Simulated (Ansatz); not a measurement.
In doubt: masses and optical values from hybrid runs of this build are listed as unsure (in some of the runs), which bears on the screening that GW takes from such a start.

Sb2Se3 (Antimonselite), computed twice by G0W0.

The structure is orthorhombic, space group Pnma (No. 62). Conventional cell: a = 11.770 Å, b = 3.962 Å, c = 11.620 Å, α = 90.00°, β = 90.00°, γ = 90.00°. Nearest to Sb lie 6 Se at 2.66 to 3.26 Å. Sb has 5 Se at 2.58 to 2.98 Å nearest. Se has 5 Sb at 2.58 to 3.22 Å nearest. Nearest to Se lie 3 Sb at 2.66 to 3.26 Å. Nearest to Se lie 3 Sb at 2.66 to 2.78 Å. Farther neighbours and most contacts between anions are not listed.

```yaml
crystal:
  lattice:
    - [11.77000, 0.00000, 0.00000]
    - [0.00000, 3.96200, 0.00000]
    - [0.00000, 0.00000, 11.62000]
  atoms:
    - { symbol: Sb, position: [0.03050, 0.25000, 0.32800] }
    - { symbol: Sb, position: [0.96950, 0.75000, 0.67200] }
    - { symbol: Sb, position: [0.46950, 0.75000, 0.82800] }
    - { symbol: Sb, position: [0.53050, 0.25000, 0.17200] }
    - { symbol: Sb, position: [0.14780, 0.75000, 0.03970] }
    - { symbol: Sb, position: [0.85220, 0.25000, 0.96030] }
    - { symbol: Sb, position: [0.35220, 0.25000, 0.53970] }
    - { symbol: Sb, position: [0.64780, 0.75000, 0.46030] }
    - { symbol: Se, position: [0.05340, 0.25000, 0.87320] }
    - { symbol: Se, position: [0.94660, 0.75000, 0.12680] }
    - { symbol: Se, position: [0.44660, 0.75000, 0.37320] }
    - { symbol: Se, position: [0.55340, 0.25000, 0.62680] }
    - { symbol: Se, position: [0.13020, 0.75000, 0.44340] }
    - { symbol: Se, position: [0.86980, 0.25000, 0.55660] }
    - { symbol: Se, position: [0.36980, 0.25000, 0.94340] }
    - { symbol: Se, position: [0.63020, 0.75000, 0.05660] }
    - { symbol: Se, position: [0.21320, 0.25000, 0.19350] }
    - { symbol: Se, position: [0.78680, 0.75000, 0.80650] }
    - { symbol: Se, position: [0.28680, 0.75000, 0.69350] }
    - { symbol: Se, position: [0.71320, 0.25000, 0.30650] }
```

The cell and positions come from the Crystallography Open Database and are kept as given unless a step says otherwise. Spin-orbit coupling is left out unless a run names it.

The first (Ansatz 0.2.0; start PBE, 2×4×2 mesh, 1419 empty bands, screening to 110 eV, hard PAW files; 1 × NVIDIA GB200 with 32 threads of Arm Neoverse V2, shared host) gave, on its mesh: starting gap 1.03 eV, G0W0 gap 1.37 eV, RPA ε∞ (mean) 15.96, 2.1 min.

The second changes start from PBE to HSE06. What does it give?

It gave: starting gap 1.51 eV, G0W0 gap 1.56 eV, RPA ε∞ (mean) 11.55, 8.9 min. The G0W0 gap moves by +0.19 eV, +0.48 eV from the start and −0.29 eV from the correction.

Limits: not at the basis limit; no spin-orbit coupling; coarse k mesh.

[Paths, hosts, dates, memory and timing lines, banners, echoed tables and standing remarks are left out of the program output.]

[Logs are printed without paths, hosts, clocks, repeated set-up lines and the standing remarks that a program may print on its own settings, such as how far it seeks lower states.]

[Runs of the session that timed out or met a known fault of the program may be left out.]

[Cells called generated may have been cut or substituted from an entry of the Crystallography Open Database or the Materials Project.]

[Hosts, paths, dates, database ids (printed as entryN), source tags and the programs' standing remarks are cut or masked in the printed files.]
